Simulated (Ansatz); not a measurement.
## What NaMgBr3 (model cell, started as cubic perovskite with Mg in the octahedra) distorts into

Wanted: the energy along a soft mode of NaMgBr3 (model cell, started as cubic perovskite with Mg in the octahedra) and the structure at the end.

Calculated with Ansatz 0.2.0; DFT PBE, scalar-relativistic, plane waves, PAW.

Report form: the programs' logs are mostly left out.

The structure was built from a prototype and need not be the compound's stable phase.

## Step 1: Starting point

It takes space group Pm-3m (No. 221, cubic). The conventional cell has a = 5.313 Å, b = 5.313 Å, c = 5.313 Å, α = 90.00°, β = 90.00°, γ = 90.00°. Nearest to Na lie 12 Br at 3.76 Å. Nearest to Mg lie 6 Br at 2.66 Å. Nearest to Br lie 2 Mg at 2.66 Å and 4 Na at 3.76 Å. Farther neighbours and most contacts between anions are not listed.

Coordinates:

```cif
data_structure
_symmetry_space_group_name_H-M 'Pm-3m'
_symmetry_Int_Tables_number 221
_cell_length_a 5.3131
_cell_length_b 5.3131
_cell_length_c 5.3131
_cell_angle_alpha 90.000
_cell_angle_beta 90.000
_cell_angle_gamma 90.000
_cell_volume 149.98
loop_
_atom_site_label
_atom_site_type_symbol
_atom_site_symmetry_multiplicity
_atom_site_Wyckoff_symbol
_atom_site_fract_x
_atom_site_fract_y
_atom_site_fract_z
_atom_site_occupancy
Na1 Na 1 a 0.00000 0.00000 0.00000 1
Mg1 Mg 1 b 0.50000 0.50000 0.50000 1
Br1 Br 3 c 0.50000 0.50000 0.00000 1
```

## Step 2: Phonons on a q mesh

The cell comes from relaxations at this level that are not shown. Stability and thermal properties need the whole zone. Linear response on a 2×2×2 q mesh gives force constants as far as a supercell of that size would, and the tensors from the zone-centre run are typed in so that the long-range dipole term is interpolated apart.

The input, input.yaml:

```yaml
crystal:
  lattice:
    - [5.3131069714, 0.0, 0.0]
    - [0.0, 5.3131069714, 0.0]
    - [0.0, 0.0, 5.3131069714]
  atoms:
    - { symbol: Na, position: [0.0, 0.0, 0.0] }
    - { symbol: Mg, position: [0.5, 0.5, 0.5] }
    - { symbol: Br, position: [0.5, 0.5, 0.0] }
    - { symbol: Br, position: [0.5, 0.0, 0.5] }
    - { symbol: Br, position: [0.0, 0.5, 0.5] }
kpoints:
  mp_grid: { grid: [4, 4, 4] }
hamiltonian:
  xc: pbe
scf:
  occupations: { method: fixed }
output:
  eigenvalues: true
phonons:
  method: dfpt
  qmesh: [2, 2, 2]
  temperatures: { t_max: 1000, t_step: 50 }
  qpath:
    path:
      - [[0.0, 0.0, 0.0], [0.0, 0.5, 0.0], [0.5, 0.5, 0.0], [0.0, 0.0, 0.0], [0.5, 0.5, 0.5], [0.0, 0.5, 0.0]]
      - [[0.5, 0.5, 0.5], [0.5, 0.5, 0.0]]
    npoints: 10
  non_analytic_term:
    high_frequency_dielectric_tensor: [[3.1543, 0.0, 0.0], [0.0, 3.1543, 0.0], [0.0, 0.0, 3.1543]]
    born_effective_charges:
      - { species: Na, tensor: [[1.3661, 0.0, 0.0], [0.0, 1.3661, 0.0], [0.0, 0.0, 1.3661]] }
      - { species: Mg, tensor: [[2.4355, 0.0, 0.0], [0.0, 2.4355, 0.0], [0.0, 0.0, 2.4355]] }
      - { species: Br, tensor: [[-0.8514, 0.0, 0.0], [0.0, -0.8514, 0.0], [0.0, 0.0, -2.0989]] }
      - { species: Br, tensor: [[-0.8514, 0.0, 0.0], [0.0, -2.0989, 0.0], [0.0, 0.0, -0.8514]] }
      - { species: Br, tensor: [[-2.0989, 0.0, 0.0], [0.0, -0.8514, 0.0], [0.0, 0.0, -0.8514]] }
    source: "zone-centre run at this cell"
```

Run with:

```bash
$ ansatz run input.yaml --threads 4 --pin off --max-ram 14336MiB --backend cpu --events-out ev --progress --plain --runs-dir out
```

Run time: 47 s. Hardware: 4 threads of Arm Neoverse V2, shared host; peak memory 0.68 GiB; 3 min of CPU time.

A gap read on the k-mesh alone can miss the band edges.

This step gave:

* gap on the k-mesh: 2.752 eV
* volume per atom: 30.00 Å³
* sum-rule residual before enforcement: 1.29e-4 eV/Å²
* lowest frequency on the path: -78.87 cm⁻¹
* point group: m-3m
* highest frequency on the path or at a solved wavevector: 272.3 cm⁻¹
* highest optical mode at the zone centre (no LO-TO term): 203.0 cm⁻¹
* lowest optical zone-centre mode: -78.87 cm⁻¹
* lowest mode on the q mesh (acoustic modes at Γ apart): -78.87 cm⁻¹

Frequencies (cm⁻¹) solved at each irreducible wavevector; negative means imaginary. Frequencies by wavevector, by row:

```csv
q in reciprocal lattice units,star,mode 1,mode 2,mode 3,mode 4,mode 13,mode 14,mode 15
0 0 0,1,-78.9,-78.9,-78.9,0,203,203,203
0 0 -0.5,3,-73.2,-73.2,11.5,11.5,202.3,202.3,240.4
0 -0.5 -0.5,3,-67.9,-67.9,-64.9,-57.8,201.8,248.6,248.6
-0.5 -0.5 -0.5,1,-74.3,-74.3,-74.3,-58,253.3,253.3,253.3
```

Interpolated from a 2×2×2 q mesh, with the LO-TO term (at Γ the limit along the path; where Γ stands inside the path, tables give the limit on arrival). The phonon branches at the labelled points (cm⁻¹):

```csv
point,branch 1,branch 2,branch 3,branch 4,branch 12,branch 13,branch 14,branch 15
Γ,-79,-79,-21,0,99,203,203,272
halfway,-76,-76,15,15,124,203,203,260
X,-73,-73,12,12,164,202,202,240
halfway,-72,-69,-45,-39,156,202,229,244
M,-68,-68,-65,-58,173,202,249,249
halfway,-73,-71,-41,-28,134,202,209,257
Γ,-79,-79,-21,0,99,203,203,272
halfway,-71,-71,-50,-33,144,214,214,255
R,-74,-74,-74,-58,185,253,253,253
halfway,-71,-70,-58,-44,159,218,236,247
X,-73,-73,12,12,164,202,202,240
jump to R,-74,-74,-74,-58,185,253,253,253
halfway,-70,-70,-70,-58,173,228,251,251
M,-68,-68,-65,-58,173,202,249,249
```

Symmetry leaves 4 wavevectors to solve. The lowest mode among them, the acoustic zeros apart, lies at Γ and is imaginary, 78.9i cm⁻¹, so the energy falls along it.

## Step 3: The mode frozen in, largest atomic shift 0 Å

The mode followed lies at q = (-0.5, -0.5, -0.5) with frequency 74.4i cm⁻¹ and is 3-fold degenerate, one of the unstable modes though not the softest. At small amplitude the distorted cell has space group no. 166 by a symmetry search on the positions. The undistorted cell that holds it gives the zero of energy on the same k mesh.

System of this step: NaMgBr3 (model cell, started as cubic perovskite with Mg in the octahedra). Symmetry: Pm-3m, No. 221, cubic system. The conventional cell has a = 5.313 Å, b = 5.313 Å, c = 5.313 Å, α = 90.00°, β = 90.00°, γ = 90.00°. Na has 12 Br at 3.76 Å nearest. Mg has 6 Br at 2.66 Å nearest. Nearest to Br lie 2 Mg at 2.66 Å and 4 Na at 3.76 Å. Farther neighbours and most contacts between anions are not listed.

The input, input.yaml:

```yaml
crystal:
  lattice:
    - [5.3131069714, 5.3131069714, 0.0]
    - [5.3131069714, 0.0, 5.3131069714]
    - [5.3131069714, 0.0, -5.3131069714]
  atoms:
    - { symbol: Na, position: [0.0, 0.0, 0.0] }
    - { symbol: Na, position: [0.0, 0.5, 0.5] }
    - { symbol: Mg, position: [0.5, 0.25, 0.75] }
    - { symbol: Mg, position: [0.5, 0.75, 0.25] }
    - { symbol: Br, position: [0.5, 0.5, 0.5] }
    - { symbol: Br, position: [0.5, 0.0, 0.0] }
    - { symbol: Br, position: [0.0, 0.0, 0.5] }
    - { symbol: Br, position: [0.0, 0.5, 0.0] }
    - { symbol: Br, position: [0.5, 0.0, 0.5] }
    - { symbol: Br, position: [0.5, 0.5, 0.0] }
kpoints:
  mp_grid: { grid: [4, 4, 4] }
hamiltonian:
  xc: pbe
scf:
  occupations: { method: gaussian, width: 0.02 }
output:
  forces: true
  stress: true
  eigenvalues: true
```

Wall time 1.5 s (4 threads); peak memory 0.7 GiB.

Numbers from this step:

```yaml
pressure: 0.005766 GPa
energy_from_the_undistorted_cell: 0 meV/atom
```

At this level the gap is 2.75 eV on the k-mesh of the self-consistent run, which can miss the band edges.

## Step 4: The mode frozen in, largest atomic shift 0.6 Å

The atoms are moved along the unstable eigenvector, the largest shift by 0.6 Å, with the cell fixed.

The input, input.yaml:

```yaml
crystal:
  lattice:
    - [5.3131069714, 5.3131069714, 0.0]
    - [5.3131069714, 0.0, 5.3131069714]
    - [5.3131069714, 0.0, -5.3131069714]
  atoms:
    - { symbol: Na, position: [0.0651991694, -0.0325995847, -0.0977987541] }
    - { symbol: Na, position: [-0.0651991694, 0.5325995847, 0.5977987541] }
    - { symbol: Mg, position: [0.5, 0.25, 0.75] }
    - { symbol: Mg, position: [0.5, 0.75, 0.25] }
    - { symbol: Br, position: [0.4931246037, 0.5068753963, 0.5068753963] }
    - { symbol: Br, position: [0.5068753963, -0.0068753963, -0.0068753963] }
    - { symbol: Br, position: [0.0, 0.0, 0.5068753963] }
    - { symbol: Br, position: [0.0, 0.5, -0.0068753963] }
    - { symbol: Br, position: [0.4931246037, 0.0, 0.5068753963] }
    - { symbol: Br, position: [0.5068753963, 0.5, -0.0068753963] }
kpoints:
  mp_grid: { grid: [4, 4, 4] }
hamiltonian:
  xc: pbe
scf:
  occupations: { method: gaussian, width: 0.02 }
output:
  forces: true
  stress: true
  eigenvalues: true
```

It took 2.4 s on 4 threads; peak memory 0.75 GiB; 8.8 s of CPU time.

This step gave:

| Item | Value |
| --- | --- |
| pressure | 0.3072 GPa |
| gap on the k-mesh | 2.728 eV |
| energy from the undistorted cell | -13.93 meV/atom |

The energy, extrapolated to zero smearing, is -13.93 meV/atom against the undistorted cell.

The run ends at a pressure of 0.31 GPa, with forces up to 0.15 eV/Å.

## Step 5: Energy along the mode, all amplitudes (two of the runs are shown above)

An imaginary frequency means negative curvature, so the energy should fall and then rise again as anharmonic terms take over.

Numbers from this step:

```
depth at the lowest point sampled  : 13.93 meV/atom
largest atomic shift at that point : 0.6 Å
```

Energy from the parent against largest atomic shift:

```csv
largest atomic shift (Å),energy from the parent (meV/atom)
0.000,0
0.040,-0.08
0.080,-0.321
0.140,-0.975
0.220,-2.36
0.320,-4.83
0.450,-8.90
0.600,-13.9
```

Displacement at unit largest shift by atom:

```csv
atom,x (Å),y (Å),z (Å),size
Na1,-0.577,0.577,0.577,0.999
Na2,0.577,-0.577,-0.577,0.999
Mg3,0.000,0.000,0.000,0.000
Mg4,0.000,0.000,0.000,0.000
Br5,0.061,-0.061,0.000,0.086
Br6,-0.061,0.061,0.000,0.086
Br7,0.061,0.000,-0.061,0.086
Br8,-0.061,0.000,0.061,0.086
Br9,0.000,-0.061,-0.061,0.086
Br10,0.000,0.061,0.061,0.086
```

The lowest of the steps tried is the last one, at 0.6 Å, 13.9 meV/atom below the parent; the bottom of the well need not coincide with a step.

## Step 6: Relaxation from the frozen mode

Starting from the lowest point found, all atoms and the cell are let go, so that strain and other modes of the same symmetry can join in.

input.yaml, as its differences from that of step 4:

```diff
@@ -21,3 +21,3 @@
 scf:
-  occupations: { method: gaussian, width: 0.02 }
+  occupations: { method: fixed }
 output:
@@ -26 +26,6 @@
   eigenvalues: true
+relax:
+  adjacent_minimum: "off"
+  f_tol: 0.002
+  max_steps: 120
+  cell: { stress_tol: 0.03 }
```

The job ended after 19 s (4 threads; peak memory 0.79 GiB; 72 s of CPU time).

Relaxation path:

```csv
step,energy less that of the first step (eV),largest force component (eV/Å),pressure (GPa),volume (Å³)
1,0.0000,0.0871,0.31,299.97
2,-0.0305,0.0873,-0.03,304.73
3,-0.0675,0.0570,0.14,307.80
4,-0.0786,0.0227,0.03,309.74
5,-0.0797,0.0172,0.00,309.70
6,-0.0799,0.0004,0.00,309.68
7*,-0.0803,0.0004,0.00,309.68
```

Relaxation steps marked * repeat the geometry before them on a plane-wave basis chosen anew for their cell, so energy and pressure can jump there.

The run keeps the 12 symmetry operations that it works with, so distortions that break them were not tested.

```csv
"conventional cell, symmetrised",before,after,change
a (Å),7.514,7.530,+0.2 %
b (Å),7.514,7.530,+0.2 %
c (Å),18.405,18.918,+2.8 %
volume (Å³/atom),30.00,30.97,+3.2 %
```

The atoms that moved most (Å, as changes of fractional coordinates times the final cell):

```csv
atom,dx,dy,dz,length
Na2,0.209,-0.209,-0.209,0.361
Na1,-0.209,0.209,0.209,0.361
Br7,0.005,-0.002,-0.005,0.008
Br6,-0.005,0.005,0.002,0.008
Br8,-0.005,0.002,0.005,0.008
Br9,0.002,-0.005,-0.005,0.008
Br10,-0.002,0.005,0.005,0.008
Br5,0.005,-0.005,-0.002,0.008
```

The relaxed structure:

```cif
data_structure
_symmetry_space_group_name_H-M 'P 1'
_symmetry_Int_Tables_number 1
_cell_length_a 7.5304
_cell_length_b 7.5304
_cell_length_c 7.6594
_cell_angle_alpha 90.000
_cell_angle_beta 60.555
_cell_angle_gamma 60.000
_cell_volume 309.68
loop_
_atom_site_label
_atom_site_type_symbol
_atom_site_fract_x
_atom_site_fract_y
_atom_site_fract_z
_atom_site_occupancy
Na1 Na 0.10339 0.94830 0.84491 1
Na2 Na 0.89661 0.55170 0.65509 1
Mg3 Mg 0.50000 0.25000 0.75000 1
Mg4 Mg 0.50000 0.75000 0.25000 1
Br5 Br 0.49217 0.50767 0.50798 1
Br6 Br 0.50783 0.99233 0.99202 1
Br7 Br 0.99969 0.00016 0.50798 1
Br8 Br 0.00031 0.49984 0.99202 1
Br9 Br 0.49217 0.00016 0.50798 1
Br10 Br 0.50783 0.49984 0.99202 1
```

Numbers from this step:

```yaml
pressure: -0.004299 GPa
gap_on_the_k_mesh: 2.577 eV
volume_per_atom: 30.97 Å³
```

The distorted start has space group R-3m; the relaxation ends in R-3m.

## Step 7: The new phase in its own primitive cell

The relaxed structure is symmetrised, reduced to its primitive cell and relaxed tightly, as its phonons need.

The input, input.yaml:

```yaml
crystal:
  lattice:
    - [3.7652020616, 2.1738404238, 6.3058491851]
    - [-3.7652020616, 2.1738404238, 6.3058491851]
    - [0.0, -4.3476808476, 6.3058491851]
  atoms:
    - { symbol: Na, position: [0.8016972623, 0.8016972623, 0.8016972623] }
    - { symbol: Na, position: [0.1983027377, 0.1983027377, 0.1983027377] }
    - { symbol: Mg, position: [0.5, 0.5, 0.5] }
    - { symbol: Mg, position: [0.0, 0.0, 0.0] }
    - { symbol: Br, position: [0.7498446535, 0.2423265893, 0.7498446535] }
    - { symbol: Br, position: [0.2501553465, 0.7576734107, 0.2501553465] }
    - { symbol: Br, position: [0.7498446535, 0.7498446535, 0.2423265893] }
    - { symbol: Br, position: [0.2501553465, 0.2501553465, 0.7576734107] }
    - { symbol: Br, position: [0.2423265893, 0.7498446535, 0.7498446535] }
    - { symbol: Br, position: [0.7576734107, 0.2501553465, 0.2501553465] }
kpoints:
  mp_grid: { grid: [3, 3, 3] }
hamiltonian:
  xc: pbe
scf:
  occupations: { method: fixed }
output:
  forces: true
  stress: true
  eigenvalues: true
relax:
  adjacent_minimum: "off"
  f_tol: 0.001
  max_steps: 60
  cell: { stress_tol: 0.01 }
```

The job ended after 3.2 s (4 threads; peak memory 0.72 GiB).

Little changed from the start: no atom moved by 0.005 Å and no cell edge by 0.1 %.

Numbers from this step:

```
pressure           : 0.001736 GPa
gap on the k-mesh  : 2.576 eV
direct gap on mesh : 2.576 eV
```

The largest force component left is 0.59 meV/Å and the pressure is 0.002 GPa, within the tolerances set. The cell now holds 30.97 Å³/atom.

## Step 8: Modes of the new phase, k-mesh 3×3×3

A relaxed structure may still be a saddle point, so its zone-centre modes are computed. The response to a homogeneous field gives the Born charges and the dielectric tensor.

input.yaml, as its differences from that of step 7:

```diff
@@ -23,9 +23,6 @@
 output:
-  forces: true
-  stress: true
   eigenvalues: true
-relax:
-  adjacent_minimum: "off"
-  f_tol: 0.001
-  max_steps: 60
-  cell: { stress_tol: 0.01 }
+phonons:
+  method: dfpt
+  dielectric: true
+  rigid_motions: translations
```

The job ended after 92 s (4 threads; peak memory 2.8 GiB).

Numbers from this step:

* sum-rule residual before enforcement: 4.96e-5 eV/Å²
* miss of the charge sum rule: 0.03083 e
* estimated error of the dielectric tensor: 0.01502
* estimated error of the Born charges: 0.02445 e
* point group: -3m
* highest optical mode at the zone centre (no LO-TO term): 253.5 cm⁻¹
* lowest optical zone-centre mode: -51.58 cm⁻¹
* mean high-frequency dielectric constant: 3.045
* largest Born charge (third of the trace): 2.468 e
* top of the zone-centre spectrum with the field: 265.3 cm⁻¹

Without the LO-TO term. Patterns of degenerate modes are one choice out of their space. Modes at Γ, with each element's share of the kinetic energy (negative means imaginary):

```csv
mode,frequency (cm⁻¹),symmetry,Na %,Mg %,Br %
1,-51.6,A2g,0,0,100
2,-50.2,Eg,23,0,77
3,-50.2,Eg,23,0,77
4,-35.9,Eu,56,0,43
5,-35.9,Eu,56,0,43
6,0.0,acoustic,8,8,84
7,0.0,acoustic,8,8,84
8,0.0,acoustic,8,8,84
9,23.9,A1u,0,0,100
10,73.9,Eg,64,0,36
11,73.9,Eg,64,0,36
12,75.1,Eu,21,6,73
13,75.1,Eu,21,6,73
14,80.6,Eu,14,31,55
15,80.6,Eu,14,31,55
16,81.8,A1g,30,0,70
17,83.0,Eg,12,0,88
18,83.0,Eg,12,0,88
19,89.8,A2u,14,33,54
20,92.5,Eg,1,0,99
21,92.5,Eg,1,0,99
22,116.7,A2u,74,8,18
23,120.1,A1g,69,0,31
24,176.9,A1g,0,0,100
25,177.5,Eu,0,55,45
26,177.5,Eu,0,55,45
27,187.3,A2u,0,56,44
28,241.1,Eu,1,99,0
29,241.1,Eu,1,99,0
30,253.5,A2u,5,95,0
```

Displacements in mode 1 (-51.6 cm⁻¹), the largest set to 1:
```
Na1  0.00  0.00  0.00
Na2  0.00  0.00  0.00
Mg3  0.00  0.00  0.00
Mg4  0.00  0.00  0.00
Br5 -0.50 -0.87  0.00
Br6  0.50  0.87  0.00
Br7  1.00  0.00  0.00
Br8 -1.00  0.00  0.00
Br9 -0.50  0.87  0.00
Br10 0.50 -0.87  0.00
```

Displacements in mode 27 (187.3 cm⁻¹), the largest set to 1:
```
Na1  0.00  0.00 -0.07
Na2  0.00  0.00 -0.07
Mg3  0.00  0.00  1.00
Mg4  0.00  0.00  0.80
Br5 -0.21  0.12 -0.08
Br6 -0.21  0.12 -0.08
Br7  0.00 -0.24 -0.08
Br8  0.00 -0.24 -0.08
Br9  0.21  0.12 -0.08
Br10 0.21  0.12 -0.08
```

Optical modes at the zone centre, without and with the macroscopic field of the longitudinal modes; each column is sorted by frequency, so a row need not hold one and the same mode. Modes with and without the field, by row:

```csv
rank among optical modes,no field (cm⁻¹),"q along (1, 0, 0) (cm⁻¹)","q along (0, 0, 1) (cm⁻¹)"
1,-51.6,-51.6,-51.6
2,-50.2,-50.2,-50.2
3,-50.2,-50.2,-50.2
4,-35.9,-35.9,-35.9
5,-35.9,23.9,-35.9
6,23.9,24.6,23.9
7,73.9,73.9,73.9
8,73.9,73.9,73.9
9,75.1,75.1,75.1
10,75.1,79.7,75.1
11,80.6,80.6,80.6
12,80.6,81.8,80.6
13,81.8,83,81.8
14,83,83,83
15,83,89.8,83
16,89.8,92.5,91.6
17,92.5,92.5,92.5
18,92.5,101.1,92.5
19,116.7,116.7,120.1
20,120.1,120.1,139.3
21,176.9,176.9,176.9
22,177.5,177.5,177.5
23,177.5,187.3,177.5
24,187.3,240.1,241.1
25,241.1,241.1,241.1
26,241.1,253.5,251.6
27,253.5,257.1,265.3
```

Born charge (rows field, columns displacement) (e), principal values of the symmetric part by kind of site:

```csv
atom,atoms with these values,low,middle,high,mean
Na1,2,1.12,1.26,1.26,1.21
Mg3,1,2.24,2.58,2.58,2.47
Mg4,1,2.32,2.32,2.76,2.47
Br5,6,-2.12,-0.79,-0.77,-1.23
```

In full for Mg4:

```
2.32 0.00 0.00
0.00 2.32 0.00
0.00 0.00 2.76
```

High-frequency dielectric tensor:

```
3.06 0.00 0.00
0.00 3.06 0.00
0.00 0.00 3.01
```

Transverse modes; imaginary modes are left out. Infrared lines, with heights relative to the strongest:

```csv
position (cm⁻¹),relative intensity
24,0.0
74,0.0
75,24
81,4.2
82,0.0
83,0.0
90,2.8
92,0.0
117,26
120,0.0
177,0.0
178,100
187,46
241,0.5
254,0.3
```

Before it was imposed, the acoustic sum rule was missed by 5.0e-5 eV/Å² and the charge sum rule by 0.031 e. The charge miss is large and points to the mesh or the basis. The lowest optical mode is imaginary, 51.6i cm⁻¹, so the energy falls along it.

The log warns of the k mesh: “the force constants stand on the 3×3×3 k-mesh, whose period is 13.47 times the interband length at k = (0.0000, 0.0000, 0.0000), direct gap 2.576 eV, under 14: take them and everything formed from them as unconverged”.

## Step 9: Summary of results

| Property | Result |
| --- | --- |
| unstable mode of the parent | q = (-0.5, -0.5, -0.5), 74i cm⁻¹ |
| depth at the lowest point sampled | 13.9 meV/atom |
| largest atomic shift at that point | 0.6 Å |
| space group reached (within 0.01 Å) | R-3m |
| energy gained over the parent (first relaxation, on the mesh of the frozen mode) | 22.0 meV/atom |
| volume per atom, phase reached | 31.0 Å³ |
| gap on the k-mesh, phase reached | 2.58 eV |
| lowest optical zone-centre mode, phase reached | -51.6 cm⁻¹ |
| highest optical mode at the zone centre (no LO-TO term), phase reached | 254 cm⁻¹ |

**Reading.** Along this mode the structure falls into R-3m, 22.0 meV/atom below the parent. At the parent's cell the well is 13.93 meV/atom deep on the steps tried, with its lowest point at a shift of 0.6 Å. That is the last step tried, so the steps alone don't bracket the bottom of the well. Relaxing atoms and cell changes the gain by +8.03 meV/atom against the lowest step (energies at zero smearing). The new phase still has an imaginary mode at the zone centre of its cell, so it is a saddle point on the way to a lower structure. Of the 9 patterns followed to their end from this parent, this one ends 74.6 meV/atom above the lowest, Imma. Each path keeps the symmetry of its pattern, so a lower phase may lie along a pattern not tried. With the field response the log warns that the k mesh is coarse for the force constants too, so the frequencies may not be converged. The starting cell was built on a prototype and not taken from a measurement, so the phase need not exist.

[Logs are printed without paths, hosts, clocks, repeated set-up lines and the standing remarks that a program may print on its own settings, such as how far it seeks lower states.]

[Hosts, paths, dates, database ids (printed as entryN), source tags and the programs' standing remarks are cut or masked in the printed files.]
